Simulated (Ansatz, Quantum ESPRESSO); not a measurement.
# Work function of relaxed Co(0001) under two functionals, part 2 of 3

Wanted: relaxation and work function of Co(0001).

Quantum ESPRESSO 7.5; plane-wave DFT, PBE, GBRV ultrasoft pseudopotentials; geometry and cross-check by Ansatz 0.2.0 with PAW datasets.

So far. Step 2 (Relaxation with Ansatz of (0001)): The relaxation lowers the energy by 7 meV an atom. Held were the atoms numbered 3 and 4; the forces quoted are those on the free ones.

### Step 3. Ground state of (0001), PBE

Both faces of the slab are alike, so a plain periodic cell serves and symmetry is kept.

Level of this step: plane-wave DFT, PBE, GBRV ultrasoft pseudopotentials (Quantum ESPRESSO 7.5).

File 0001.pbe.in:

```
&control
  prefix = '0001.pbe'
  outdir = './out'
  pseudo_dir = './pseudo'
  calculation = 'scf'
  tprnfor = .true.
/
&system
  ibrav = 0
  nat = 6
  ntyp = 1
  ecutwfc = 40
  ecutrho = 200
  occupations = 'smearing'
  smearing = 'mv'
  degauss = 0.02
  nspin = 2
  starting_magnetization(1) = 0.28
/
&electrons
  conv_thr = 1e-07
  mixing_beta = 0.4
  electron_maxstep = 120
  mixing_mode = 'local-TF'
/
ATOMIC_SPECIES
  Co  58.9332  co_pbe_v1.2.uspp.F.UPF
CELL_PARAMETERS angstrom
  2.51000000000061 0.00000000000000 0.00000000000000
  1.25500000000031 2.17372376349947 0.00000000000000
  0.00000000000000 0.00000000000000 26.17805000000000
ATOMIC_POSITIONS crystal
  Co  0.666666666667 0.666666666667 0.309030535238
  Co  -0.000000000000 0.000000000000 0.383480344179
  Co  0.666666666667 0.666666666667 0.461119907700
  Co  0.000000000000 0.000000000000 0.538880092300
  Co  0.666666666667 0.666666666667 0.616519651331
  Co  0.000000000000 -0.000000000000 0.690969456507
K_POINTS automatic
  12 12 1 0 0 0
```

On the command line:

```
$ OMP_NUM_THREADS=1 mpirun -n 4 pw.x -nk 4 -in 0001.pbe.in > 0001.pbe.out
```

What it wrote:

```text
Program PWSCF v.7.5 starts
[citation notice left out]

     Parallel version (MPI & OpenMP), running on       4 processor cores
     Number of MPI processes:                 4
     Threads/MPI process:                     1

     MPI processes distributed on     1 nodes
[...]
Current dimensions of program PWSCF are:
     Max number of different atomic species (ntypx) = 10
     Max number of k-points (npk) =  40000
     Max angular momentum in pseudopotentials (lmaxx) =  4
     Message from routine setup:
     using ibrav=0 with symmetry is DISCOURAGED, use correct ibrav instead

     K-points division:     npool     =       4
     Subspace diagonalization in iterative solution of the eigenvalue problem:
     a serial algorithm will be used

     G-vector sticks info
     --------------------
     sticks:   dense  smooth     PW     G-vecs:    dense   smooth      PW
     Sum         313     253     85                46195    33139    6559

     Using Slab Decomposition

     bravais-lattice index     =            0
     lattice parameter (alat)  =       4.7432  a.u.
     unit-cell volume          =     963.8556 (a.u.)^3
     number of atoms/cell      =            6
     number of atomic types    =            1
     number of electrons       =       102.00
     number of Kohn-Sham states=           61
     kinetic-energy cutoff     =      40.0000  Ry
     charge density cutoff     =     200.0000  Ry
     scf convergence threshold =      1.0E-07
     mixing beta               =       0.4000
     number of iterations used =            8  local-TF  mixing
     Exchange-correlation= SLA  PW   PBE  PBE
                           (   1   4   3   4   0   0   0)

     celldm(1)=   4.743213  celldm(2)=   0.000000  celldm(3)=   0.000000
     celldm(4)=   0.000000  celldm(5)=   0.000000  celldm(6)=   0.000000

     crystal axes: (cart. coord. in units of alat)
               a(1) = (   1.000000   0.000000   0.000000 )
               a(2) = (   0.500000   0.866025   0.000000 )
               a(3) = (   0.000000   0.000000  10.429502 )

     reciprocal axes: (cart. coord. in units 2 pi/alat)
               b(1) = (  1.000000 -0.577350  0.000000 )
               b(2) = (  0.000000  1.154701  0.000000 )
               b(3) = (  0.000000  0.000000  0.095882 )

     PseudoPot. # 1 for Co read from file:
     ./pseudo/co_pbe_v1.2.uspp.F.UPF
     Pseudo is Ultrasoft + core correction, Zval = 17.0
     Generated by new atomic code, or converted to UPF format
     Using radial grid of  863 points,  6 beta functions with:
                l(1) =   0
                l(2) =   0
                l(3) =   1
                l(4) =   1
                l(5) =   2
                l(6) =   2
     Q(r) pseudized with  8 coefficients,  rinner =    1.200   1.200   1.200
                                                       1.200   1.200

     atomic species   valence    mass     pseudopotential
     Co               17.00    58.93320     Co( 1.00)

     Starting magnetic structure
     atomic species   magnetization
     Co              0.280

     12 Sym. Ops., with inversion, found ( 6 have fractional translation)

   Cartesian axes

     site n.     atom                  positions (alat units)
         1        Co     tau(   1) = (   1.0000000   0.5773503   3.2230346  )
         2        Co     tau(   2) = (   0.0000000   0.0000000   3.9995090  )
         3        Co     tau(   3) = (   1.0000000   0.5773503   4.8092510  )
         4        Co     tau(   4) = (   0.0000000   0.0000000   5.6202510  )
         5        Co     tau(   5) = (   1.0000000   0.5773503   6.4299929  )
         6        Co     tau(   6) = (   0.0000000   0.0000000   7.2064673  )

     number of k points=    19  Marzari-Vanderbilt smearing, width (Ry)=  0.0200
                       cart. coord. in units 2pi/alat
        k(    1) = (   0.0000000   0.0000000   0.0000000), wk =   0.0069444
        k(    2) = (   0.0000000   0.0962250   0.0000000), wk =   0.0416667
        k(    3) = (   0.0000000   0.1924501   0.0000000), wk =   0.0416667
        k(    4) = (   0.0000000   0.2886751   0.0000000), wk =   0.0416667
        k(    5) = (   0.0000000   0.3849002   0.0000000), wk =   0.0416667
        k(    6) = (   0.0000000   0.4811252   0.0000000), wk =   0.0416667
        k(    7) = (   0.0000000  -0.5773503   0.0000000), wk =   0.0208333
        k(    8) = (   0.0833333   0.1443376   0.0000000), wk =   0.0416667
        k(    9) = (   0.0833333   0.2405626   0.0000000), wk =   0.0833333
        k(   10) = (   0.0833333   0.3367877   0.0000000), wk =   0.0833333
[...]
k(   19) = (   0.3333333  -0.5773503   0.0000000), wk =   0.0138889

     Dense  grid:    46195 G-vectors     FFT dimensions: (  24,  24, 225)

     Smooth grid:    33139 G-vectors     FFT dimensions: (  24,  24, 200)

     Estimated max dynamical RAM per process >     133.48 MB

     Estimated total dynamical RAM >     466.25 MB

     Check: negative core charge=   -0.000034
     Generating pointlists ...
     new r_m :   0.3991 (alat units)  1.8932 (a.u.) for type    1

     Initial potential from superposition of free atoms

     starting charge      96.0000, renormalised to     102.0000

     negative rho (up, down):  6.581E-05 3.702E-05
     Starting wfcs are   78 randomized atomic wfcs

     total cpu time spent up to now is        2.1 secs

     per-process dynamical memory:    90.7 Mb

     Self-consistent Calculation

     iteration #  1     ecut=    40.00 Ry     beta= 0.40
     Davidson diagonalization with overlap
     ethr =  1.00E-02,  avg # of iterations =  8.6

     negative rho (up, down):  8.962E-02 3.027E-02

     total cpu time spent up to now is       10.8 secs

     total energy              =   -1778.46148873 Ry
     estimated scf accuracy    <     218.67557390 Ry

     total magnetization       =     9.83 Bohr mag/cell
     absolute magnetization    =    11.02 Bohr mag/cell

     iteration #  2     ecut=    40.00 Ry     beta= 0.40
[...]
negative rho (up, down):  3.866E-02 1.125E-02

[...]
total energy              =   -1790.49774774 Ry
     estimated scf accuracy    <       2.88869004 Ry

     total magnetization       =    12.47 Bohr mag/cell
     absolute magnetization    =    13.37 Bohr mag/cell

     iteration #  3     ecut=    40.00 Ry     beta= 0.40
[...]
negative rho (up, down):  7.763E-03 1.325E-03

[...]
total energy              =   -1790.81216939 Ry
[...]
estimated scf accuracy    <       0.00007433 Ry

     total magnetization       =    10.25 Bohr mag/cell
     absolute magnetization    =    11.41 Bohr mag/cell

     iteration # 16     ecut=    40.00 Ry     beta= 0.40
[...]
negative rho (up, down):  6.122E-05 5.408E-05

[...]
total energy              =   -1790.82493709 Ry
     estimated scf accuracy    <       0.00001509 Ry

     total magnetization       =    10.25 Bohr mag/cell
     absolute magnetization    =    11.40 Bohr mag/cell

     iteration # 17     ecut=    40.00 Ry     beta= 0.40
[...]
negative rho (up, down):  2.909E-05 2.054E-05

[...]
total energy              =   -1790.82493934 Ry
     estimated scf accuracy    <       0.00000136 Ry

     total magnetization       =    10.25 Bohr mag/cell
     absolute magnetization    =    11.39 Bohr mag/cell

     iteration # 18     ecut=    40.00 Ry     beta= 0.40
[...]
negative rho (up, down):  2.243E-05 1.972E-05

[...]
total energy              =   -1790.82493938 Ry
     estimated scf accuracy    <       0.00000084 Ry

     total magnetization       =    10.25 Bohr mag/cell
     absolute magnetization    =    11.39 Bohr mag/cell

     iteration # 19     ecut=    40.00 Ry     beta= 0.40
[...]
negative rho (up, down):  2.510E-05 1.619E-05

[...]
total energy              =   -1790.82493954 Ry
     estimated scf accuracy    <       0.00000013 Ry

     total magnetization       =    10.25 Bohr mag/cell
     absolute magnetization    =    11.39 Bohr mag/cell

     iteration # 20     ecut=    40.00 Ry     beta= 0.40
[...]
negative rho (up, down):  2.760E-05 1.311E-05

     Magnetic moment per site  (integrated on atomic sphere of radius R)
     atom   1 (R=0.399)  charge= 15.3927  magn=  1.8319
     atom   2 (R=0.399)  charge= 15.4664  magn=  1.7787
     atom   3 (R=0.399)  charge= 15.4420  magn=  1.7648
     atom   4 (R=0.399)  charge= 15.4420  magn=  1.7648
     atom   5 (R=0.399)  charge= 15.4664  magn=  1.7787
     atom   6 (R=0.399)  charge= 15.3927  magn=  1.8319

[...]
End of self-consistent calculation

 ------ SPIN UP ------------

          k = 0.0000 0.0000 0.0000 (  4155 PWs)   bands (ev):

   -90.4676 -90.4661 -90.4246 -90.4012 -90.3555 -90.3555 -53.8348 -53.8098
   -53.7160 -53.6314 -53.5795 -53.5781 -53.5781 -53.5771 -53.5771 -53.5408
   -53.5355 -53.5355 -53.5150 -53.5150 -53.4477 -53.4477 -53.4477 -53.4477
    -2.9205  -2.3142  -1.2579  -0.1430   0.4544   0.6104   2.8934   2.9332
     3.0163   3.0163   3.0594   3.0594   3.0771   3.0771   3.0981   3.0982
     3.2023   3.2023   3.3427   3.3427   3.4137   3.4137   3.8702   3.8702
     3.9090   4.1001   4.1001   4.4043   4.4043   4.6729   4.6729   4.8098
     4.8098   4.8423   4.8423   5.4320   5.9786

          k = 0.0000 0.0962 0.0000 (  4133 PWs)   bands (ev):

   -90.4651 -90.4638 -90.4223 -90.3996 -90.3536 -90.3536 -53.8289 -53.8056
   -53.7159 -53.6378 -53.5934 -53.5879 -53.5822 -53.5811 -53.5797 -53.5484
   -53.5427 -53.5393 -53.5269 -53.5178 -53.4614 -53.4612 -53.4511 -53.4511
    -2.6834  -2.0847  -1.0408   0.0603   0.6328   0.7617   2.7304   2.8037
     2.8964   2.9147   3.0173   3.0673   3.0853   3.1087   3.1441   3.1770
     3.2740   3.2843   3.2887   3.3595   3.4293   3.5053   3.6505   3.8169
     3.8312   4.0437   4.0746   4.2856   4.3858   4.4324   4.6292   4.6687
     4.8227   4.8670   5.1129   6.1116   6.7564

          k = 0.0000 0.1925 0.0000 (  4104 PWs)   bands (ev):

   -90.4583 -90.4572 -90.4161 -90.3953 -90.3484 -90.3484 -53.8122 -53.7944
   -53.7195 -53.6644 -53.6258 -53.6115 -53.5949 -53.5934 -53.5918 -53.5735
   -53.5546 -53.5534 -53.5496 -53.5257 -53.4972 -53.4961 -53.4603 -53.4603
    -1.9998  -1.4323  -0.4436   0.5951   1.0935   1.1396   2.3819   2.5177
     2.6462   2.6532   2.7261   2.9580   2.9683   3.1089   3.2434   3.3268
     3.3500   3.3894   3.4207   3.4382   3.4655   3.6210   3.6338   3.7486
     3.7888   3.8752   4.0715   4.1033   4.3589   4.4186   4.6596   4.8496
     4.9197   4.9295   5.8592   7.1838   8.1191

          k = 0.0000 0.2887 0.0000 (  4088 PWs)   bands (ev):

   -90.4488 -90.4482 -90.4075 -90.3896 -90.3413 -90.3413 -53.7885 -53.7812
   -53.7397 -53.7120 -53.6662 -53.6482 -53.6208 -53.6085 -53.6064 -53.5916
   -53.5834 -53.5735 -53.5635 -53.5391 -53.5368 -53.5357 -53.4728 -53.4728
    -0.9774  -0.5023   0.3038   1.1090   1.4515   1.5070   2.0417   2.1375
     2.3919   2.4801   2.4989   2.8716   2.9517   3.0176   3.3013   3.3221
     3.3312   3.3900   3.4067   3.5245   3.6083   3.8094   3.9965   4.0169
     4.1066   4.1865   4.2193   4.2772   4.4209   4.6176   4.6717   4.8789
     4.9707   5.4280   6.7586   8.4021   9.7029

          k = 0.0000 0.3849 0.0000 (  4120 PWs)   bands (ev):

   -90.4394 -90.4391 -90.3984 -90.3845 -90.3343 -90.3342 -53.7784 -53.7776
   -53.7655 -53.7616 -53.7075 -53.6858 -53.6356 -53.6235 -53.6209 -53.6157
   -53.6129 -53.5888 -53.5772 -53.5678 -53.5636 -53.5480 -53.4853 -53.4852
     0.0919   0.3334   0.7553   1.1629   1.3961   1.4432   1.7466   1.9854
     2.2105   2.2455   2.4283   3.1104   3.1214   3.1785   3.2174   3.3401
     3.4372   3.5550   3.7051   3.9850   4.0308   4.0974   4.4060   4.4792
     4.5131   4.6068   4.6068   4.6389   4.6842   4.7744   4.9313   4.9712
     5.0144   6.1815   7.8302   9.7032  11.4509

          k = 0.0000 0.4811 0.0000 (  4124 PWs)   bands (ev):

   -90.4325 -90.4323 -90.3913 -90.3812 -90.3291 -90.3290 -53.8119 -53.8039
   -53.7858 -53.7609 -53.7262 -53.7092 -53.6508 -53.6345 -53.6345 -53.6315
   -53.6188 -53.5949 -53.5871 -53.5854 -53.5833 -53.5563 -53.4944 -53.4943
     0.6703   0.6822   0.8701   1.0763   1.1785   1.2940   1.6587   1.8434
     2.0331   2.1344   2.4057   3.0214   3.0652   3.2636   3.4091   3.4699
     3.7017   3.7935   4.0092   4.2091   4.5724   4.6329   4.7060   4.8505
     4.8707   4.9171   4.9617   4.9989   5.0629   5.0933   5.5064   5.6752
     5.9941   7.2741   8.7831  10.1144  12.5573

[...]
the Fermi energy is     5.8397 ev

!    total energy              =   -1790.82493953 Ry
     estimated scf accuracy    <       0.00000004 Ry
     smearing contrib. (-TS)   =       0.00362426 Ry
     internal energy E=F+TS    =   -1790.82856378 Ry

     The total energy is F=E-TS. E is the sum of the following terms:
     one-electron contribution =  -17325.06812564 Ry
     hartree contribution      =    8681.17553180 Ry
     xc contribution           =    -195.93367423 Ry
     ewald contribution        =    7048.99770428 Ry

     total magnetization       =    10.25 Bohr mag/cell
     absolute magnetization    =    11.39 Bohr mag/cell

     convergence has been achieved in  20 iterations

     negative rho (up, down):  2.760E-05 1.311E-05

     Forces acting on atoms (cartesian axes, Ry/au):

     atom    1 type  1   force =     0.00000000    0.00000000    0.00087610
     atom    2 type  1   force =     0.00000000   -0.00000000   -0.00237828
     atom    3 type  1   force =     0.00000000    0.00000000    0.01165442
     atom    4 type  1   force =     0.00000000    0.00000000   -0.01165442
     atom    5 type  1   force =     0.00000000   -0.00000000    0.00237828
     atom    6 type  1   force =     0.00000000    0.00000000   -0.00087610

     Total force =     0.016867     Total SCF correction =     0.001914
     SCF correction compared to forces is large: reduce conv_thr to get better values

[...]
=------------------------------------------------------------------------------=
   JOB DONE.
=------------------------------------------------------------------------------=
```

The job ended after 95 s (4 MPI ranks of Arm Neoverse V2, shared host; peak memory 0.61 GiB; 6.3 min of CPU time).

This step gave:

```
free energy            : -24365.4146 eV
Fermi energy           : 5.840 eV
magnetization          : 10.25 μB
absolute magnetization : 11.39 μB
site moments           : 1.832, 1.779, 1.765, 1.765, 1.779, 1.832 μB
```

### Step 4. Potential by pp.x of (0001)

plot_num = 11 writes the bare and Hartree potential. It leaves out exchange and correlation, which fade slowly, so it flattens close to the surface.

File 0001.pbe.pot.in:

```
&inputpp
  prefix = '0001.pbe'
  outdir = './out'
  filplot = '0001.pbe.pot.dat'
  plot_num = 11
/
```

On the command line:

```
$ OMP_NUM_THREADS=1 mpirun -n 4 pp.x -in 0001.pbe.pot.in > 0001.pbe.pot.out
```

What it wrote:

```text
[banner, memory and clock lines left out]
Program POST-PROC v.7.5 starts

          URL

     ./out/0001.pbe.save/

     IMPORTANT: XC functional enforced from input :
     Exchange-correlation= PBE
                           (   1   4   3   4   0   0   0)
     Any further DFT definition will be discarded
     Please, verify this is what you really want

     Check: negative core charge=   -0.000034

     negative rho (up, down):  2.760E-05 1.311E-05

     Calling punch_plot, plot_num =  11
     Writing data to file  0001.pbe.pot.dat
     Message from routine chdens:
     namelist plot not found or invalid, exiting
```

The job ended after 0.77 s (4 MPI ranks; peak memory 0.09 GiB).

Numbers from this step:

```
work function of the upper face                                       : 4.929 eV
slope of the potential above                                          : 3.36e-4 eV/Å
upper vacuum line continued to the top atoms, over the Fermi level    : 4.928 eV
work function of the lower face                                       : 4.929 eV
slope of the potential below                                          : -2.24e-4 eV/Å
lower vacuum line continued to the bottom atoms, over the Fermi level : 4.928 eV
```

The potential energy, planar mean oscillates, so the rows of the table below give means over windows of 1.98 Å about each position, cut where the curve ends. Its maxima inside the range that stand out by 2 % of the span (Å: eV): 9.1: -1.41, 11.1: -0.714, 13.1: -0.721, 15.1: -0.714, 17.1: -1.41. Its minima: 8.1: -26.3, 10.0: -26.6, 12.1: -26.6, 14.1: -26.6, 16.2: -26.6, 18.0: -26.3.

Electrostatic potential energy of an electron; zero at the Fermi level. Table of potential energy, planar mean by z; means over each step:

z (Å), potential energy, planar mean (eV) and a bar from the least value:
```
     0.99        4.9 ##############################
     2.97        4.9 ##############################
     4.95        4.9 ##############################
     6.93       -1.5 ###################
     8.91      -12.5 
    10.89      -11.4 ##
    12.87      -11.4 ##
    14.85      -11.5 ##
    16.83      -12.5 
    18.81       -8.0 ########
    20.79        4.8 ##############################
    22.77        4.9 ##############################
    24.75        4.9 ##############################
```

(Continued in part 3 of 3.)

[Logs are printed without paths, hosts, clocks, repeated set-up lines and the standing remarks that a program may print on its own settings, such as how far it seeks lower states.]

[Hosts, paths, dates, database ids (printed as entryN), source tags and the programs' standing remarks are cut or masked in the printed files.]

[Maps of the electrostatic potential energy from Ansatz leave out the sawtooth potential of an applied field or a dipole correction, so their vacuum need not be flat; planar profiles and work functions include it.]
